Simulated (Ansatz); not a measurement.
**What CsBiSe3 (model cell, started as cubic perovskite with Bi in the octahedra) distorts into**

Aim: this structure of CsBiSe3 (model cell, started as cubic perovskite with Bi in the octahedra) is to be tested for unstable modes, and one is followed downhill.

Calculated with Ansatz 0.2.0; DFT PBE, scalar-relativistic, plane waves, PAW; PAW set soft_1.

The structure was built from a prototype and need not be the compound's stable phase.

**1. Starting point**

Symmetry: Pm-3m, No. 221, cubic system. The conventional cell has a = 5.646 Å, b = 5.646 Å, c = 5.646 Å, α = 90.00°, β = 90.00°, γ = 90.00°. Cs has 12 Se at 3.99 Å nearest. Nearest to Bi lie 6 Se at 2.82 Å. Se has 2 Bi at 2.82 Å and 4 Cs at 3.99 Å nearest. Farther neighbours and most contacts between anions are not listed.

**2. The dispersion**

The cell comes from relaxations at this level that are not shown. Stability and thermal properties need the whole zone. Linear response on a 2×2×2 q mesh gives force constants as far as a supercell of that size would.

The input, input.yaml:

```yaml
crystal:
  lattice:
    - [5.6457865512, 0.0, 0.0]
    - [0.0, 5.6457865512, 0.0]
    - [0.0, 0.0, 5.6457865512]
  atoms:
    - { symbol: Cs, position: [0.0, 0.0, 0.0] }
    - { symbol: Bi, position: [0.5, 0.5, 0.5] }
    - { symbol: Se, position: [0.5, 0.5, 0.0] }
    - { symbol: Se, position: [0.5, 0.0, 0.5] }
    - { symbol: Se, position: [0.0, 0.5, 0.5] }
kpoints:
  mp_grid: { grid: [6, 6, 6] }
hamiltonian:
  xc: pbe
  pseudopotentials: { kind: paw, azcp: { folder: soft_1 } }
scf:
  occupations: { method: methfessel_paxton, width: 0.2 }
output:
  eigenvalues: true
phonons:
  method: dfpt
  qmesh: [2, 2, 2]
  temperatures: { t_max: 1000, t_step: 50 }
  qpath:
    path:
      - [[0.0, 0.0, 0.0], [0.0, 0.5, 0.0], [0.5, 0.5, 0.0], [0.0, 0.0, 0.0], [0.5, 0.5, 0.5], [0.0, 0.5, 0.0]]
      - [[0.5, 0.5, 0.5], [0.5, 0.5, 0.0]]
    npoints: 10
```

The run is started by

```
> ansatz run input.yaml --threads 4 --pin off --max-ram 16384MiB --backend cpu --events-out ev --progress --plain --runs-dir out
```

Numbers of over 12 decimals in the logs are rounded to 6 here.

What it wrote:

```text
Engine: ansatz 0.2.0, aarch64-unknown-linux-gnu
Pseudopotentials: kind: paw
Pseudopotential: Cs, paw, valence charge 9, recommended cutoff 420 eV (normal), soft_1/Cs.paw.azcp
Pseudopotential: Bi, paw, valence charge 15, recommended cutoff 420 eV (normal), soft_1/Bi.paw.azcp
Pseudopotential: Se, paw, valence charge 16, recommended cutoff 420 eV (normal), soft_1/Se.paw.azcp
Functional definition: PBE
  parameter kappa = 0.804
  parameter beta = 0.066725
  exchange = pbe_x(kappa = kappa, mu = beta*pi^2/3)
  correlation = pbe_c(beta = beta)
Crystal: 5 atoms, lattice volume = 179.959 Å³
Basis set: ecut = 420 eV, 3575 PW (Γ), exchange–correlation on 80×80×80 points (8 copies of the dense FFT grid, shifted against one another)
Bands: 44, of which v1, the nominal top of the filled ones, is band 36 counted from 1 (35 counted from 0)
Symmetry: 48 space group operations
k-points: 20 of 216
Non-local potential: Cs, projectors of the file, l = 0: 3, l = 1: 2, l = 2: 2, l = 3: 2
Non-local potential: Bi, projectors of the file, l = 0: 2, l = 1: 2, l = 2: 2, l = 3: 1
Non-local potential: Se, projectors of the file, l = 0: 2, l = 1: 2, l = 2: 3, l = 3: 1
PAW form: soft (Blöchl's): semilocal exchange-correlation on the pseudo side does not see the compensation charge
PAW one-centre angular grid: Cs, 194 points (default); XC on 64 Gauss nodes
PAW one-centre angular grid: Bi, 590 points (default); XC on 64 Gauss nodes
PAW one-centre angular grid: Se, 590 points (default); XC on 64 Gauss nodes
Initial density: superposition of atomic densities (chi_scale 0.1, normalization cell, long waves kept (reshape's long-wave potential 0.00 eV rms))
Initial wavefunctions: pseudopotential atomic-orbital guess
Functional: x = pbe(κ = 0.804, μ = 0.219515), c = pbe(β = 0.066725)
SCF iter   1: F=—  HF=-34480.315058 eV  |F-HF|=—  |Δ(HF+E_count)|=         —  Δρ=2.70e-2  dr2=3.21e0  ethr=3.10e-3  ⟨swp⟩=8.2  Hψ=3745  notcnv=0
preconditioner: auto → LDOS  [metal: Δε(μ)=0.108 eV  Ē_g=9.644 eV  σ=0.200 eV  W_gap=0.41  n_scr=32 (ndim 8)  ℏωp=15.2 eV  f_vac=0.041  D(μ)=5.31/eV (n_scr^D=32)  β→1.0]
SCF iter   2: F=—  HF=-34478.871614 eV  |F-HF|=—  |Δ(HF+E_count)|=    1.44e0  S|Δr|=    0.00e0  Δρ=1.10e-2  dr2=1.86e-1  ethr=3.10e-3  ⟨swp⟩=3.6  Hψ=1610  notcnv=0  defer=37
SCF iter   3: F=—  HF=-34478.840844 eV  |F-HF|=—  |Δ(HF+E_count)|=   3.08e-2  S|Δr|=    0.00e0  Δρ=1.89e-3  dr2=1.48e-2  ethr=2.59e-4  ⟨swp⟩=2.1  Hψ=1740  notcnv=0  defer=36
SCF iter   4: F=—  HF=-34478.835888 eV  |F-HF|=—  |Δ(HF+E_count)|=   4.96e-3  S|Δr|=    0.00e0  Δρ=5.91e-4  dr2=9.99e-4  ethr=2.06e-5  ⟨swp⟩=2.1  Hψ=1720  notcnv=0  defer=33
SCF iter   5: F=—  HF=-34478.835310 eV  |F-HF|=—  |Δ(HF+E_count)|=   5.78e-4  S|Δr|=    0.00e0  Δρ=1.95e-4  dr2=7.28e-5  ethr=1.39e-6  ⟨swp⟩=2.0  Hψ=1564  notcnv=0  defer=33
SCF iter   6: F=—  HF=-34478.835361 eV  |F-HF|=—  |Δ(HF+E_count)|=   5.07e-5  S|Δr|=    0.00e0  Δρ=4.93e-5  dr2=6.26e-6  ethr=1.01e-7  ⟨swp⟩=2.0  Hψ=1144  notcnv=0  defer=33
SCF iter   7: F=—  HF=-34478.835361 eV  |F-HF|=—  |Δ(HF+E_count)|=   6.45e-7  S|Δr|=    0.00e0  Δρ=1.76e-5  dr2=9.23e-7  ethr=8.69e-9  ⟨swp⟩=2.0  Hψ=1144  notcnv=0  defer=33
SCF iter   8: F=—  HF=-34478.835361 eV  |F-HF|=—  |Δ(HF+E_count)|=   6.16e-8  S|Δr|=    0.00e0  Δρ=3.61e-6  dr2=3.36e-8  ethr=1.28e-9  ⟨swp⟩=2.2  Hψ=1278  notcnv=0  defer=33
SCF iter   9: F=—  HF=-34478.835361 eV  |F-HF|=—  |Δ(HF+E_count)|=   4.44e-9  S|Δr|=    0.00e0  Δρ=4.35e-7  dr2=4.52e-10  ethr=4.67e-11  ⟨swp⟩=2.1  Hψ=1213  notcnv=0  defer=33
SCF iter  10: F=—  HF=-34478.835361 eV  |F-HF|=—  |Δ(HF+E_count)|=  4.37e-11  S|Δr|=    0.00e0  Δρ=1.22e-7  dr2=1.89e-11  ethr=1.00e-12  ⟨swp⟩=2.1  Hψ=1257  notcnv=0  defer=33
SCF iter  11: F=-34478.835361 eV  HF=-34478.835361 eV  |F-HF|=1.46e-11  |Δ(HF+E_count)|=    0.00e0  S|Δr|=    0.00e0  Δρ=2.16e-8  dr2=5.99e-13  ethr=1.00e-12  ⟨swp⟩=13.5  Hψ=4569  notcnv=0
SCF 1 converged in 11 iterations: F = -34478.835361 eV  dr2 = 5.99e-13
  greatest PAW one-centre occupation: 1.000 electrons in one spin orbital (limit 2), on the Se atom at site 3 (counted from 0), in its partial waves of l = 2
Initial density: read from a saved state, or passed on in memory by an earlier SCF of this step, an earlier step, the calling program or the single point that the run made first
iter 1 solved again at ethr=9.71e-8 eV; its pass at ethr=3.10e-3 eV (dr2=6.99e-5 eV) is discarded
SCF iter   1: F=—  HF=-34478.835369 eV  |F-HF|=—  |Δ(HF+E_count)|=         —  Δρ=4.23e-7  dr2=7.83e-10  ethr=9.71e-8  ⟨swp⟩=3.1  Hψ=6117  notcnv=0
eigensolver tolerance schedule: the retry pair's looser diagonalisation over-reported the residual by 89277.62 of it (diagonalisation noise at an unbounded share of the residual, at the tolerance the schedule requests for it); recorded, not acted on — ethr = c·dr2/N_el stays at c = 1.0e-1
preconditioner: auto → LDOS  [metal: Δε(μ)=0.056 eV  Ē_g=9.798 eV  σ=0.200 eV  W_gap=0.23  n_scr=32 (ndim 8)  ℏωp=15.2 eV  f_vac=0.068  D(μ)=6.32/eV (n_scr^D=56)  β→1.0]
SCF iter   2: F=—  HF=-34478.835361 eV  |F-HF|=—  |Δ(HF+E_count)|=   7.23e-6  S|Δr|=    0.00e0  Δρ=3.69e-7  dr2=5.33e-10  ethr=1.09e-12  ⟨swp⟩=4.0  Hψ=2235  notcnv=0
SCF iter   3: F=—  HF=-34478.835361 eV  |F-HF|=—  |Δ(HF+E_count)|=  1.02e-10  S|Δr|=    0.00e0  Δρ=1.82e-7  dr2=1.43e-10  ethr=1.00e-12  ⟨swp⟩=1.2  Hψ=887  notcnv=0
SCF iter   4: F=—  HF=-34478.835361 eV  |F-HF|=—  |Δ(HF+E_count)|=  1.46e-11  S|Δr|=    0.00e0  Δρ=1.21e-7  dr2=6.51e-11  ethr=1.00e-12  ⟨swp⟩=1.0  Hψ=880  notcnv=0
SCF iter   5: F=—  HF=-34478.835361 eV  |F-HF|=—  |Δ(HF+E_count)|=  1.46e-11  S|Δr|=    0.00e0  Δρ=9.14e-8  dr2=3.74e-11  ethr=1.00e-12  ⟨swp⟩=1.0  Hψ=880  notcnv=0
SCF iter   6: F=—  HF=-34478.835361 eV  |F-HF|=—  |Δ(HF+E_count)|=  7.28e-12  S|Δr|=    0.00e0  Δρ=5.77e-8  dr2=1.49e-11  ethr=1.00e-12  ⟨swp⟩=1.0  Hψ=880  notcnv=0
SCF iter   7: F=-34478.835361 eV  HF=-34478.835361 eV  |F-HF|=7.28e-12  |Δ(HF+E_count)|=    0.00e0  S|Δr|=    0.00e0  Δρ=1.36e-8  dr2=8.15e-13  ethr=1.00e-12  ⟨swp⟩=3.9  Hψ=2053  notcnv=0
SCF 2 converged in 7 iterations: F = -34478.835361 eV  dr2 = 8.15e-13
phonons: the bands overlap, so this run is a metal and interpolates without the dipole-dipole term. If the crystal is really an insulator or semiconductor, its LO-TO splitting is missing
NSCF: frozen V_eff on 20 k-points
NSCF: frozen V_eff on 64 k-points
DFPT response loops at q = (0, 0, 0) (fractional): preconditioner auto → Kerker (q_TF=auto, 2.342 Å⁻¹) (partly filled bands, converged f_vac=0.068); β = 1.00, the filter's whole step (`scf.mixing.beta` (0.50) is not read by the response loops under this deck's `scf.mixing.preconditioner`; to damp them name `kerker` or `kerker_dos`, under which they read `scf.mixing.beta`, and type it under 1.00, their step now; both keys bind the ground state too); Broyden in place of MSR1
NSCF: frozen V_eff on 128 k-points
DFPT response loops at q = (0, 0, -0.5) (fractional): mixed as the last ones told, above
NSCF: frozen V_eff on 128 k-points
DFPT response loops at q = (0, -0.5, -0.5) (fractional): mixed as the last ones told, above
NSCF: frozen V_eff on 128 k-points
DFPT response loops at q = (-0.5, -0.5, -0.5) (fractional): mixed as the last ones told, above
SCF converged after 11 iterations
Stability not checked: this state was not tested for a lower state beside it, because cold or Methfessel-Paxton smearing, or corrected tetrahedra, fill the levels in a way that the test cannot read (fill_not_monotonic; see scf.lower_state_search)
Free energy (F): -34478.835361 eV
Harris-Foulkes:  -34478.835361 eV  (|F-HF|=1.46e-11)
Internal energy: -34478.842832 eV  (E = F + TS)
E sigma→0 (E₀):  -34478.837229 eV
Entropy (-TS):   0.007471 eV (1.494 meV/atom)
Fermi energy:    5.032437 eV
--- Per-component energies (eV) ---
  E_band       = -1457.286348
  E_kinetic    = 725.400531
  E_local      = -11359.784104  (includes V_loc(G=0)·N_el)
  E_nonlocal   = -630.179106
  E_hartree    = 5605.610093
  E_xc         = -584.401833
  E_vxc        = -536.938790  (∫ρ·V_xc dr)
  E_paw        = -22114.291725  (= ΣΔE_a)
  E_vpaw       = -867.004175  (= ΣTr[D̂ρ^β])
  E_aug_tail   = -0.000905  (compensation charges beyond the density's cutoff)
  E_ewald      = -6121.195783
  E_smearing   = 0.007471  (= −TS)
  E_closure    = -0.000000  (closes the sum)
  Σ components = -34478.835361   (vs F -34478.835361, Δ=0.00e0)
--- Band table (eV; the first three rows and the last of 20) ---
  k-point 0: bands = [... 32 lower, 4.6057, 4.6057, 4.8014, 4.8014, 4.8014, 9.2108, 9.8159, 9.8159, ... 4 higher]
  k-point 1: bands = [... 32 lower, 4.5338, 4.5338, 4.6855, 4.7381, 4.7381, 9.5940, 10.0325, 10.1287, ... 4 higher]
  k-point 2: bands = [... 32 lower, 4.3811, 4.3811, 4.6088, 4.6332, 4.6332, 8.5966, 10.4868, 10.6302, ... 4 higher]
  k-point 19: bands = [... 32 lower, 4.3220, 5.4516, 5.4516, 5.4516, 6.0528, 6.0528, 6.0528, 6.2749, ... 4 higher]
--- Phonons (Γ-DFPT): 4 representative perturbations + reference (Σ response iterations 13) ---
  ASR residual: 4.270e-5 → 0.000e0 eV/Å²; symmetrization residual: 2.800e-5 eV/Å²
  ASR residual per site (eV/Å²): 2.14e-5 3.27e-5 4.27e-5 4.27e-5 4.27e-5
  Γ frequencies (cm⁻¹): -47.96 -47.96 -47.96 -5.51 -5.51 -5.51 0.00 0.00 0.00 49.79 49.79 49.79 70.11 70.11 70.11
--- Phonons (arbitrary-q DFPT): 4 irreducible q on the 2×2×2 mesh ---
  q = [0.0000, 0.0000, 0.0000] (star 1, of the zone-centre solve; hermiticity 4.90e-5, symmetrization 5.36e-11): -47.96 -47.96 -47.96 -5.51 -5.51 -5.51 -0.00 0.00 0.00 49.79 49.79 49.79 70.11 70.11 70.11
  q = [0.0000, 0.0000, -0.5000] (star 3, 9 solved perturbations in 504 linear systems a pass and spin channel, the states on 64 of 216 k-point pairs; hermiticity 1.38e-5, symmetrization 1.53e-11): -55.88 -53.10 -42.42 -42.42 -38.09 -38.09 25.26 25.26 42.53 43.98 43.98 74.79 74.79 88.22 141.64
  q = [0.0000, -0.5000, -0.5000] (star 3, 9 solved perturbations in 504 linear systems a pass and spin channel, the states on 64 of 216 k-point pairs; hermiticity 1.70e-5, symmetrization 6.32e-11): -58.64 -58.64 -38.91 -38.91 -36.69 6.35 18.49 38.59 44.88 44.88 68.68 87.02 87.02 132.72 145.67
  q = [-0.5000, -0.5000, -0.5000] (star 1, 4 solved perturbations in 184 linear systems a pass and spin channel, the states on 64 of 216 k-point pairs; hermiticity 6.93e-7, symmetrization 7.47e-11): -48.80 -48.80 -48.80 21.02 21.02 21.02 46.01 46.01 46.01 85.48 85.48 85.48 135.05 135.05 145.94
  sum rule: each row above includes the acoustic sum rule's correction from the zone centre's row sums; it moved no ω² by more than (0.38 cm⁻¹)²
  mesh force constants: q→R imaginary residual 3.31e-18; ASR residual 4.270e-5 → 0.000e0 eV/Å²; symmetrization residual 2.665e-15 eV/Å²
  interpolated dispersion: 62 rows × 15 modes
  density of states and harmonic sums: on the 12×12×12 q-mesh, interpolated from the force constants of a 2×2×2 supercell (no non-analytic term)
  largest difference from the sums on the solved wave vectors: F 1.37e-1 eV, S 1.53e-4 and C_V 2.39e-5 eV/K
  zero-point energy: 0.039280 eV/cell   skipped modes (ω ≤ 0): 480, of them read as no rigid motion or as one in doubt: 477 (5.813e0 modes/cell left out, lowest -58.64 cm⁻¹)   left out of the sums: 3.88e-1 of the cell's modes: C_V's classical limit lies that fraction below 3 k_B per atom; for a crystal, a wire or a layer, F and S can be off by more, and a phonons.interpolated_qmesh denser along its periods is the remedy for the sampling
```

Elapsed: 6.1 min, on 4 threads of Arm Neoverse V1, shared host; peak memory 1.7 GiB; 24 min of CPU time.

Numbers from this step:

- volume per atom: 35.99 Å³
- gap on the k-mesh: 0 eV
- sum-rule residual before enforcement: 4.27e-5 eV/Å²
- lowest frequency on the path: -58.64 cm⁻¹
- point group: m-3m
- highest frequency on the path or at a solved wavevector: 145.9 cm⁻¹
- highest optical mode at the zone centre (no LO-TO term): 70.11 cm⁻¹
- lowest optical zone-centre mode: -47.96 cm⁻¹
- lowest mode on the q mesh (acoustic modes at Γ apart): -58.64 cm⁻¹

Frequencies (cm⁻¹) solved at each irreducible wavevector; negative means imaginary. Frequencies by wavevector, by row:

```tsv
q in reciprocal lattice units	star	mode 1	mode 2	mode 3	mode 4	mode 13	mode 14	mode 15
0 0 0	1	-48	-48	-48	-5.5	70.1	70.1	70.1
0 0 -0.5	3	-55.9	-53.1	-42.4	-42.4	74.8	88.2	141.6
0 -0.5 -0.5	3	-58.6	-58.6	-38.9	-38.9	87	132.7	145.7
-0.5 -0.5 -0.5	1	-48.8	-48.8	-48.8	21	135.1	135.1	145.9
```

Interpolated from a 2×2×2 q mesh. The phonon branches at the labelled points (cm⁻¹):

```tsv
point	branch 1	branch 2	branch 3	branch 4	branch 12	branch 13	branch 14	branch 15
Γ	-48	-48	-48	-6	50	70	70	70
halfway	-50	-46	-46	-38	66	72	72	111
X	-56	-53	-42	-42	75	75	88	142
halfway	-57	-47	-46	-41	72	88	110	141
M	-59	-59	-39	-39	87	87	133	146
halfway	-49	-48	-45	-41	66	72	107	115
Γ	-48	-48	-48	-6	50	70	70	70
halfway	-48	-48	-48	-34	64	107	107	117
R	-49	-49	-49	21	86	135	135	146
halfway	-50	-50	-50	-33	87	108	111	141
X	-56	-53	-42	-42	75	75	88	142
jump to R	-49	-49	-49	21	86	135	135	146
halfway	-53	-53	-43	-25	86	109	134	144
M	-59	-59	-39	-39	87	87	133	146
```

Symmetry leaves 4 wavevectors to solve. The lowest mode among them, the acoustic zeros apart, lies at q = (0, -0.5, -0.5) and is imaginary, 58.6i cm⁻¹, so the energy falls along it.

**3. The mode frozen in, largest atomic shift 0 Å**

The mode followed lies at q = (0, -0.5, -0.5) with frequency 58.6i cm⁻¹ and is 2-fold degenerate, the softest among the wavevectors solved. At small amplitude the distorted cell has space group no. 51 by a symmetry search on the positions. The undistorted cell that holds it gives the zero of energy on the same k mesh.

System of this step: CsBiSe3 (model cell, started as cubic perovskite with Bi in the octahedra). It takes space group Pm-3m (No. 221, cubic). The conventional cell has a = 5.646 Å, b = 5.646 Å, c = 5.646 Å, α = 90.00°, β = 90.00°, γ = 90.00°. Cs has 12 Se at 3.99 Å nearest. Nearest to Bi lie 6 Se at 2.82 Å. Nearest to Se lie 2 Bi at 2.82 Å and 4 Cs at 3.99 Å. Se has 2 Bi at 2.82 Å and 4 Cs at 3.99 Å nearest. Farther neighbours and most contacts between anions are not listed.

input.yaml, the sections that differ from step 2:

```yaml
crystal:
  lattice:
    - [-5.6457865512, 0.0, 0.0]
    - [0.0, -5.6457865512, -5.6457865512]
    - [0.0, -5.6457865512, 5.6457865512]
  atoms:
    - { symbol: Cs, position: [1.0, 1.0, 0.0] }
    - { symbol: Cs, position: [1.0, 0.5, 0.5] }
    - { symbol: Bi, position: [0.5, 0.0, 0.5] }
    - { symbol: Bi, position: [0.5, 0.5, 0.0] }
    - { symbol: Se, position: [0.5, 0.25, 0.25] }
    - { symbol: Se, position: [0.5, 0.75, 0.75] }
    - { symbol: Se, position: [0.5, 0.75, 0.25] }
    - { symbol: Se, position: [0.5, 0.25, 0.75] }
    - { symbol: Se, position: [1.0, 0.0, 0.5] }
    - { symbol: Se, position: [1.0, 0.5, 0.0] }
output:
  forces: true
  stress: true
  eigenvalues: true
# kpoints, hamiltonian, scf: as in step 2
# phonons: removed
```

What it wrote:

```text
[...]
Crystal: 10 atoms, lattice volume = 359.918 Å³
Basis set: ecut = 420 eV, 7107 PW (Γ), exchange–correlation on 80×108×108 points (8 copies of the dense FFT grid, shifted against one another)
Bands: 87, of which v1, the nominal top of the filled ones, is band 72 counted from 1 (71 counted from 0)
Symmetry: 32 space group operations
[...]
k-points: 40 of 216
[...]
k-point 0: bands = [... 68 lower, 4.6065, 4.7991, 4.7991, 4.8015, 5.4194, 5.6097, 6.8311, 6.8311, ... 11 higher]
  k-point 1: bands = [... 68 lower, 4.6082, 4.7009, 4.7644, 4.8114, 5.2074, 5.3210, 7.2968, 7.4360, ... 11 higher]
  k-point 2: bands = [... 68 lower, 4.5717, 4.6127, 4.6584, 4.7696, 4.8722, 5.1573, 8.2940, 8.4839, ... 11 higher]
  k-point 39: bands = [... 68 lower, 4.3157, 4.3157, 5.4164, 5.4164, 5.6028, 5.6028, 6.8262, 6.8262, ... 11 higher]
[key lines of the parts left out:]
SCF converged after 9 iterations
Free energy (F): -68957.671013 eV
Fermi energy:    5.026091 eV
P = ⅓ Tr σ = 0.1206 GPa (1.206 kbar)
```

Wall time 20 s (4 threads); peak memory 1.5 GiB; 79 s of CPU time.

Numbers from this step:

```
pressure                         : 0.1206 GPa
energy from the undistorted cell : 0 meV/atom
```

The run ends at a pressure of 0.12 GPa.

**4. The mode frozen in, largest atomic shift 0.6 Å**

The atoms are moved along the unstable eigenvector, the largest shift by 0.6 Å, with the cell fixed.

input.yaml, the sections that differ from step 3:

```yaml
crystal:
  lattice:
    - [-5.6457865512, 0.0, 0.0]
    - [0.0, -5.6457865512, -5.6457865512]
    - [0.0, -5.6457865512, 5.6457865512]
  atoms:
    - { symbol: Cs, position: [1.0, 0.9899223039, 0.0] }
    - { symbol: Cs, position: [1.0, 0.5100776961, 0.5] }
    - { symbol: Bi, position: [0.5, -0.012078813, 0.5] }
    - { symbol: Bi, position: [0.5, 0.512078813, 0.0] }
    - { symbol: Se, position: [0.5, 0.25, 0.25] }
    - { symbol: Se, position: [0.5, 0.75, 0.75] }
    - { symbol: Se, position: [0.5, 0.75, 0.25] }
    - { symbol: Se, position: [0.5, 0.25, 0.75] }
    - { symbol: Se, position: [1.0, 0.075147026, 0.5] }
    - { symbol: Se, position: [1.0, 0.424852974, 0.0] }
# kpoints, hamiltonian, scf, output: as in step 3
```

What it wrote:

```text
[...]
Crystal: 10 atoms, lattice volume = 359.918 Å³
Basis set: ecut = 420 eV, 7107 PW (Γ), exchange–correlation on 80×108×108 points (8 copies of the dense FFT grid, shifted against one another)
Bands: 87, of which v1, the nominal top of the filled ones, is band 72 counted from 1 (71 counted from 0)
Symmetry: 8 space group operations
[...]
k-points: 64 of 216
[...]
k-point 0: bands = [... 68 lower, 4.6617, 4.7535, 5.0132, 5.0256, 5.4573, 5.8442, 6.4507, 6.6832, ... 11 higher]
  k-point 1: bands = [... 68 lower, 4.5763, 4.7870, 4.9569, 4.9608, 5.3539, 5.4143, 6.9926, 7.3744, ... 11 higher]
  k-point 2: bands = [... 68 lower, 4.4674, 4.8130, 4.8835, 4.8936, 5.0850, 5.1976, 8.0259, 8.4352, ... 11 higher]
  k-point 63: bands = [... 68 lower, 4.5625, 4.5625, 5.3005, 5.3005, 5.3114, 5.3114, 7.1677, 7.1677, ... 11 higher]
[key lines of the parts left out:]
SCF converged after 10 iterations
Free energy (F): -68957.798119 eV
Fermi energy:    5.104997 eV
P = ⅓ Tr σ = -0.1592 GPa (-1.592 kbar)
```

Elapsed: 39 s, on 4 threads; peak memory 1.8 GiB.

Numbers from this step:

```
pressure                         : -0.1592 GPa
energy from the undistorted cell : -12.71 meV/atom
```

The energy, extrapolated to zero smearing, is -12.71 meV/atom against the undistorted cell.

The run ends at a pressure of -0.16 GPa, with forces up to 0.25 eV/Å.

**5. Energy along the mode, all amplitudes (two of the runs are shown above)**

An imaginary frequency means negative curvature, so the energy should fall and then rise again as anharmonic terms take over.

Numbers from this step:

```yaml
depth_at_the_lowest_point_sampled: 12.71 meV/atom
largest_atomic_shift_at_that_point: 0.6 Å
```

Energy from the parent against largest atomic shift:

```tsv
largest atomic shift (Å)	energy from the parent (meV/atom)
0.000	0
0.040	-0.169
0.080	-0.673
0.140	-2.01
0.220	-4.66
0.320	-8.49
0.450	-12.3
0.600	-12.7
```

Displacement at unit largest shift by atom:

```tsv
atom	x (Å)	y (Å)	z (Å)	size
Cs1	0.000	0.095	0.095	0.134
Cs2	0.000	-0.095	-0.095	0.134
Bi3	0.000	0.114	0.114	0.161
Bi4	0.000	-0.114	-0.114	0.161
Se5	0.000	0.000	0.000	0.000
Se6	0.000	0.000	0.000	0.000
Se7	0.000	0.000	0.000	0.000
Se8	0.000	0.000	0.000	0.000
Se9	0.000	-0.707	-0.707	1.000
Se10	0.000	0.707	0.707	1.000
```

The lowest of the steps tried is the last one, at 0.6 Å, 12.7 meV/atom below the parent; the bottom of the well need not coincide with a step.

(Continued in part 2 of 3.)

[Logs are printed without paths, hosts, clocks, repeated set-up lines and the standing remarks that a program may print on its own settings, such as how far it seeks lower states.]

[Hosts, paths, dates, database ids (printed as entryN), source tags and the programs' standing remarks are cut or masked in the printed files.]
